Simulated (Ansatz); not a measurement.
# Elastic response of amorphous Si0.9Ge0.1 (122 atoms), part 3 of 3

Aim: relax amorphous Si0.9Ge0.1 (122 atoms), then change its volume to read the bulk modulus from the stress.

Ansatz 0.2.0; Kohn-Sham DFT, revPBE, PAW (set soft_1), plane waves.

The cell: 110 Si and 12 Ge. The quench rate of 200 K/ps is many orders above laboratory rates. The network of bonds at the start is that of the classical potential that made the cell. The Brillouin zone is sampled at Γ only.

So far. Step 7 (Volume -6 %): The relaxation converged after 6 steps, 0.507 eV below its start, with a largest force component of 0.041 eV/Å. Step 7 (Volume -6 %): Volume -6 %: the energy stands 1.98 eV above that of the reference, at a pressure of 4.22 GPa.

## Step 8: Volume +6 %

The relaxed cell is scaled to another volume.

Contents of input.yaml:

```yaml
crystal:
  lattice:
    - [14.09271, -0.03112, -0.12174]
    - [-0.03112, 14.29974, 0.25274]
    - [-0.12174, 0.25274, 13.54719]
  atoms:
    [... the 122 atom lines of step 4 ...]
kpoints:
  mp_grid: { grid: [1, 1, 1] }
hamiltonian:
  xc: revpbe
  pseudopotentials: { kind: paw, azcp: { folder: soft_1 } }
scf:
  occupations: { method: gaussian, width: 0.025 }
output:
  forces: true
  eigenvalues: true
  stress: true
relax:
  f_tol: 0.05
  max_steps: 70
```

Launch:

```sh
> ansatz run input.yaml --threads 4 --pin off --max-ram 8192MiB --backend cpu --events-out ev --progress --plain --runs-dir out
```

Numbers of over 12 decimals in the logs are rounded to 6 here.

Output:

```text
[...]
Crystal: 122 atoms, lattice volume = 2728.935 Å³
Basis set: ecut = 420 eV, 53391 PW (Γ), exchange–correlation on 192×192×192 points (8 copies of the dense FFT grid, shifted against one another)
Bands: 426, of which v1, the nominal top of the filled ones, is band 304 counted from 1 (303 counted from 0)
Symmetry: 1 space group operations
[...]
k-points: 1
[...]
SCF iter   1: F=—  HF=-121749.881265 eV  |F-HF|=—  |Δ(HF+E_count)|=         —  Δρ=3.82e-2  dr2=6.53e1  ethr=3.10e-3  ⟨swp⟩=6.0  Hψ=1899  notcnv=0  defer=75
[...]
SCF iter   9: F=—  HF=-121739.501090 eV  |F-HF|=—  |Δ(HF+E_count)|=   3.45e-4  Δρ=1.85e-5  dr2=1.91e-5  ethr=1.95e-8  ⟨swp⟩=2.0  Hψ=617  notcnv=0  defer=114
SCF iter  10: F=-121739.501138 eV  HF=-121739.501141 eV  |F-HF|=3.12e-6  |Δ(HF+E_count)|=   5.13e-5  Δρ=9.89e-6  dr2=4.43e-6  ethr=3.14e-9  ⟨swp⟩=17.0  Hψ=2801  notcnv=0
SCF 1 converged in 10 iterations: F = -121739.501138 eV  dr2 = 4.43e-6
[...]
relax step   1: F+E_penalty+E_count = -121739.50113823 eV  Δ(F+E_penalty+E_count) = +0.000e0 eV  max|allowed force component| = 4.380e-1 eV/Å  Δτ_max = 0.0000 Å  (10 SCF iters, dr2 threshold 6.25e-5 eV, accepted)
[...]
relax step   2: F+E_penalty+E_count = -121739.76201112 eV  Δ(F+E_penalty+E_count) = -2.609e-1 eV  max|allowed force component| = 1.420e-1 eV/Å  Δτ_max = 0.0895 Å  (7 SCF iters, dr2 threshold 1.20e-5 eV, accepted)
[...]
relax step   3: F+E_penalty+E_count = -121739.80927611 eV  Δ(F+E_penalty+E_count) = -4.726e-2 eV  max|allowed force component| = 9.722e-2 eV/Å  Δτ_max = 0.0515 Å  (9 SCF iters, accepted)
relax step   4: F+E_penalty+E_count = -121739.82782192 eV  Δ(F+E_penalty+E_count) = -1.855e-2 eV  max|allowed force component| = 8.495e-2 eV/Å  Δτ_max = 0.0474 Å  (9 SCF iters, accepted)
relax step   5: F+E_penalty+E_count = -121739.84640818 eV  Δ(F+E_penalty+E_count) = -1.859e-2 eV  max|allowed force component| = 7.131e-2 eV/Å  Δτ_max = 0.0931 Å  (7 SCF iters, dr2 threshold 3.38e-6 eV, accepted)
relax step   6: F+E_penalty+E_count = -121739.85818406 eV  Δ(F+E_penalty+E_count) = -1.178e-2 eV  max|allowed force component| = 9.491e-2 eV/Å  Δτ_max = 0.1215 Å  (7 SCF iters, dr2 threshold 3.58e-6 eV, accepted)
relax step   7: F+E_penalty+E_count = -121739.86810275 eV  Δ(F+E_penalty+E_count) = -9.919e-3 eV  max|allowed force component| = 6.384e-2 eV/Å  Δτ_max = 0.0858 Å  (6 SCF iters, dr2 threshold 6.35e-6 eV, accepted)
[...]
relax step   8: F+E_penalty+E_count = -121739.87349851 eV  Δ(F+E_penalty+E_count) = -5.396e-3 eV  max|allowed force component| = 3.985e-2 eV/Å  Δτ_max = 0.0620 Å  (9 SCF iters, accepted)
SCF converged after 9 iterations
Free energy (F): -121739.873499 eV
[...]
Internal energy: -121739.873498 eV  (E = F + TS)
E sigma→0 (E₀):  -121739.873498 eV
Entropy (-TS):   -0.000000 eV (-0.000 meV/atom)
Fermi energy:    5.774965 eV
[...]
Σ components = -121739.873499   (vs F -121739.873499, Δ=0.00e0)
--- Forces (eV/Å), atoms counted from 1 ---
  atom   1  Si     0.00094812    -0.00121882     0.00030719
  atom   2  Si     0.00989625     0.00773187    -0.00511566
  atom   3  Si     0.01505522    -0.00764678    -0.01028076
  atom   4  Si     0.00466074    -0.00280768    -0.00543165
[...]
atom 122  Ge    -0.01742342    -0.00706285    -0.00886249
  max |Σ_I F_I| component: 4.32e-5 eV/Å
--- Stress (GPa, compression-positive) ---
       -3.130191       0.012112       0.143813
        0.012112      -3.114486      -0.153930
        0.143813      -0.153930      -3.329836
  P = ⅓ Tr σ = -3.1915 GPa (-31.915 kbar)
--- Band table (eV) ---
[...]
--- Relaxed structure (8 steps of the walk, 8 accepted, 0 SCFs on fresh bases) ---
  F+E_penalty+E_count = -121739.87349851 eV   max|allowed force component| = 3.985e-2 eV/Å
  atoms:
    - { symbol: Si, position: [0.585387, 0.539297, 0.050677] }
    - { symbol: Si, position: [0.961706, 0.311628, 0.262453] }
    - { symbol: Si, position: [0.511667, 0.715118, 0.493434] }
    - { symbol: Si, position: [0.269393, 0.765589, 0.639046] }
[...]
- { symbol: Ge, position: [0.121188, 0.309786, 0.195897] }
```

It took 6.2 min on 4 threads of Arm Neoverse V1, shared host; peak memory 3.3 GiB; 24 min of CPU time.

The relaxation converged after 8 steps, 0.372 eV below its start, with a largest force component of 0.040 eV/Å.

Volume +6 %: the energy stands 1.61 eV above that of the reference, at a pressure of -3.19 GPa.

## Step 9: Volume -10 %

The relaxed cell is scaled to another volume.

input.yaml, the sections that differ from step 8:

```yaml
crystal:
  lattice:
    - [13.34464, -0.02947, -0.11528]
    - [-0.02947, 13.54068, 0.23933]
    - [-0.11528, 0.23933, 12.82807]
  atoms:
    [... the 122 atom lines of step 4 ...]
# kpoints, hamiltonian, scf, output, relax: as in step 8
```

Output:

```text
[...]
Crystal: 122 atoms, lattice volume = 2317.021 Å³
Basis set: ecut = 420 eV, 45309 PW (Γ), exchange–correlation on 180×192×180 points (8 copies of the dense FFT grid, shifted against one another)
Bands: 426, of which v1, the nominal top of the filled ones, is band 304 counted from 1 (303 counted from 0)
Symmetry: 1 space group operations
[...]
k-points: 1
[...]
SCF iter   1: F=—  HF=-121749.509326 eV  |F-HF|=—  |Δ(HF+E_count)|=         —  Δρ=4.68e-2  dr2=7.79e1  ethr=3.10e-3  ⟨swp⟩=6.0  Hψ=1919  notcnv=0  defer=89
[...]
SCF iter   9: F=—  HF=-121734.024452 eV  |F-HF|=—  |Δ(HF+E_count)|=   1.22e-4  Δρ=1.85e-5  dr2=1.22e-5  ethr=9.02e-9  ⟨swp⟩=17.0  Hψ=2894  notcnv=0
SCF iter  10: F=-121734.024466 eV  HF=-121734.024464 eV  |F-HF|=2.38e-6  |Δ(HF+E_count)|=   1.19e-5  Δρ=6.21e-6  dr2=1.84e-6  ethr=2.01e-9  ⟨swp⟩=4.0  Hψ=1451  notcnv=0
SCF 1 converged in 10 iterations: F = -121734.024466 eV  dr2 = 1.84e-6
[...]
relax step   1: F+E_penalty+E_count = -121734.02446592 eV  Δ(F+E_penalty+E_count) = +0.000e0 eV  max|allowed force component| = 1.007e0 eV/Å  Δτ_max = 0.0000 Å  (10 SCF iters, dr2 threshold 6.25e-5 eV, accepted)
[...]
relax step   2: F+E_penalty+E_count = -121735.03171107 eV  Δ(F+E_penalty+E_count) = -1.007e0 eV  max|allowed force component| = 4.938e-1 eV/Å  Δτ_max = 0.1343 Å  (6 SCF iters, dr2 threshold 6.34e-5 eV, accepted)
[...]
relax step   3: F+E_penalty+E_count = -121735.47179187 eV  Δ(F+E_penalty+E_count) = -4.401e-1 eV  max|allowed force component| = 2.560e-1 eV/Å  Δτ_max = 0.1942 Å  (6 SCF iters, dr2 threshold 1.52e-5 eV, accepted)
relax step   4: F+E_penalty+E_count = -121735.63698475 eV  Δ(F+E_penalty+E_count) = -1.652e-1 eV  max|allowed force component| = 1.535e-1 eV/Å  Δτ_max = 0.1612 Å  (6 SCF iters, dr2 threshold 1.58e-5 eV, accepted)
relax step   5: F+E_penalty+E_count = -121735.73095128 eV  Δ(F+E_penalty+E_count) = -9.397e-2 eV  max|allowed force component| = 1.875e-1 eV/Å  Δτ_max = 0.1740 Å  (6 SCF iters, dr2 threshold 6.33e-6 eV, accepted)
relax step   6: F+E_penalty+E_count = -121735.83012749 eV  Δ(F+E_penalty+E_count) = -9.918e-2 eV  max|allowed force component| = 2.415e-1 eV/Å  Δτ_max = 0.1968 Å  (6 SCF iters, dr2 threshold 1.26e-5 eV, accepted)
relax step   7: F+E_penalty+E_count = -121735.94887735 eV  Δ(F+E_penalty+E_count) = -1.187e-1 eV  max|allowed force component| = 3.315e-1 eV/Å  Δτ_max = 0.1940 Å  (6 SCF iters, dr2 threshold 5.83e-5 eV, accepted)
relax step   8: F+E_penalty+E_count = -121736.12509346 eV  Δ(F+E_penalty+E_count) = -1.762e-1 eV  max|allowed force component| = 5.290e-1 eV/Å  Δτ_max = 0.1946 Å  (6 SCF iters, dr2 threshold 1.00e-4 eV, accepted)
relax step   9: F+E_penalty+E_count = -121736.31835193 eV  Δ(F+E_penalty+E_count) = -1.933e-1 eV  max|allowed force component| = 6.215e-1 eV/Å  Δτ_max = 0.1941 Å  (6 SCF iters, dr2 threshold 1.00e-4 eV, accepted)
relax step  10: F+E_penalty+E_count = -121736.52550477 eV  Δ(F+E_penalty+E_count) = -2.072e-1 eV  max|allowed force component| = 5.558e-1 eV/Å  Δτ_max = 0.1945 Å  (6 SCF iters, dr2 threshold 1.00e-4 eV, accepted)
relax step  11: F+E_penalty+E_count = -121736.73220851 eV  Δ(F+E_penalty+E_count) = -2.067e-1 eV  max|allowed force component| = 3.506e-1 eV/Å  Δτ_max = 0.1950 Å  (6 SCF iters, dr2 threshold 1.00e-4 eV, accepted)
relax step  12: F+E_penalty+E_count = -121736.89682407 eV  Δ(F+E_penalty+E_count) = -1.646e-1 eV  max|allowed force component| = 1.672e-1 eV/Å  Δτ_max = 0.1950 Å  (6 SCF iters, dr2 threshold 4.89e-5 eV, accepted)
relax step  13: F+E_penalty+E_count = -121737.01201004 eV  Δ(F+E_penalty+E_count) = -1.152e-1 eV  max|allowed force component| = 2.747e-1 eV/Å  Δτ_max = 0.1952 Å  (6 SCF iters, dr2 threshold 6.36e-6 eV, accepted)
relax step  14: F+E_penalty+E_count = -121737.11790880 eV  Δ(F+E_penalty+E_count) = -1.059e-1 eV  max|allowed force component| = 3.502e-1 eV/Å  Δτ_max = 0.1202 Å  (6 SCF iters, dr2 threshold 1.72e-5 eV, accepted)
relax step  15: F+E_penalty+E_count = -121737.14420936 eV  Δ(F+E_penalty+E_count) = -2.630e-2 eV  max|allowed force component| = 5.852e-1 eV/Å  Δτ_max = 0.1930 Å  (6 SCF iters, dr2 threshold 1.00e-4 eV, accepted)
relax step  16: F+E_penalty+E_count = -121737.24417931 eV  Δ(F+E_penalty+E_count) = -9.997e-2 eV  max|allowed force component| = 1.047e-1 eV/Å  Δτ_max = 0.0825 Å  (6 SCF iters, dr2 threshold 1.00e-4 eV, accepted)
relax step  17: F+E_penalty+E_count = -121737.26131447 eV  Δ(F+E_penalty+E_count) = -1.714e-2 eV  max|allowed force component| = 6.786e-2 eV/Å  Δτ_max = 0.0375 Å  (7 SCF iters, accepted)
[...]
relax step  18: F+E_penalty+E_count = -121737.26798116 eV  Δ(F+E_penalty+E_count) = -6.667e-3 eV  max|allowed force component| = 3.578e-2 eV/Å  Δτ_max = 0.0389 Å  (7 SCF iters, accepted)
SCF converged after 7 iterations
Free energy (F): -121737.267981 eV
[...]
Internal energy: -121737.267981 eV  (E = F + TS)
E sigma→0 (E₀):  -121737.267981 eV
Fermi energy:    7.490339 eV
[...]
Σ components = -121737.267981   (vs F -121737.267981, Δ=0.00e0)
--- Forces (eV/Å), atoms counted from 1 ---
  atom   1  Si    -0.00623763     0.00430455     0.00389480
  atom   2  Si    -0.00454833     0.01003723    -0.00314480
  atom   3  Si     0.00858418     0.01237669    -0.00521969
  atom   4  Si     0.01233526     0.00032701     0.00826086
[...]
atom 122  Ge    -0.00731592    -0.00856701    -0.00417065
  max |Σ_I F_I| component: 1.53e-5 eV/Å
--- Stress (GPa, compression-positive) ---
        6.800225      -0.275105      -0.124965
       -0.275105       6.907869      -0.224954
       -0.124965      -0.224954       7.078190
  P = ⅓ Tr σ = 6.9288 GPa (69.288 kbar)
--- Band table (eV) ---
[...]
--- Relaxed structure (18 steps of the walk, 18 accepted, 0 SCFs on fresh bases) ---
  F+E_penalty+E_count = -121737.26798116 eV   max|allowed force component| = 3.578e-2 eV/Å
  atoms:
    - { symbol: Si, position: [0.585292, 0.518406, 0.039419] }
    - { symbol: Si, position: [0.947073, 0.309219, 0.266961] }
    - { symbol: Si, position: [0.516867, 0.705730, 0.491468] }
    - { symbol: Si, position: [0.270950, 0.777427, 0.639817] }
[...]
- { symbol: Ge, position: [0.106153, 0.307620, 0.189764] }
```

It took 11 min on 4 threads; peak memory 2.9 GiB; 44 min of CPU time.

The relaxation converged after 18 steps, 3.24 eV below its start, with a largest force component of 0.036 eV/Å.

Volume -10 %: the energy stands 4.22 eV above that of the reference, at a pressure of 6.93 GPa.

## Step 10: Pressure against volume

Atoms are relaxed at each volume, in the scaled cell.

| volume change (%) | volume (Å³/atom) | energy change (meV/atom) | pressure (GPa) | largest move on relaxing (Å) | bonds |
| --- | --- | --- | --- | --- | --- |
| -10 | 18.992 | 34.58 | 6.93 | 1.55 | 259 |
| -6 | 19.836 | 16.25 | 4.22 | 0.29 | 255 |
| -3 | 20.469 | 3.95 | 2.03 | 0.11 | 253 |
| +0 | 21.102 | 0.00 | 0.01 | - | 252 |
| +3 | 21.735 | 3.59 | -1.79 | 0.07 | 252 |
| +6 | 22.368 | 13.22 | -3.19 | 0.48 | 249 |

## Step 11: What came out

The bulk modulus, from the slope of pressure against ln V over the three points nearest the relaxed volume, is 63.7 GPa; between neighbouring points the slope runs 62, 70, 66, 61 and 49 GPa from the smallest volume up, without a steady fall, so no pressure derivative is given. The count of bonds runs from 249 to 259 over the series, so at some points contacts cross the cutoffs. At -10 % some atom moved by over 0.5 Å on relaxing, so that point may sit in another local minimum.

Caveats: Strains are finite and relaxations stop at the force tolerance of the input, which can leave moduli too stiff; they are those of a static cell at zero temperature. Volumes are changed with the cell's shape held, so in an anisotropic solid the modulus lies over the one under free hydrostatic load. The program notes that the SCF threshold of the relaxations is loose for the stress.

The DFT runs together took 47 min of wall time.

[Logs are printed without paths, hosts, clocks, repeated set-up lines and the standing remarks that a program may print on its own settings, such as how far it seeks lower states.]

[Hosts, paths, dates, database ids (printed as entryN), source tags and the programs' standing remarks are cut or masked in the printed files.]
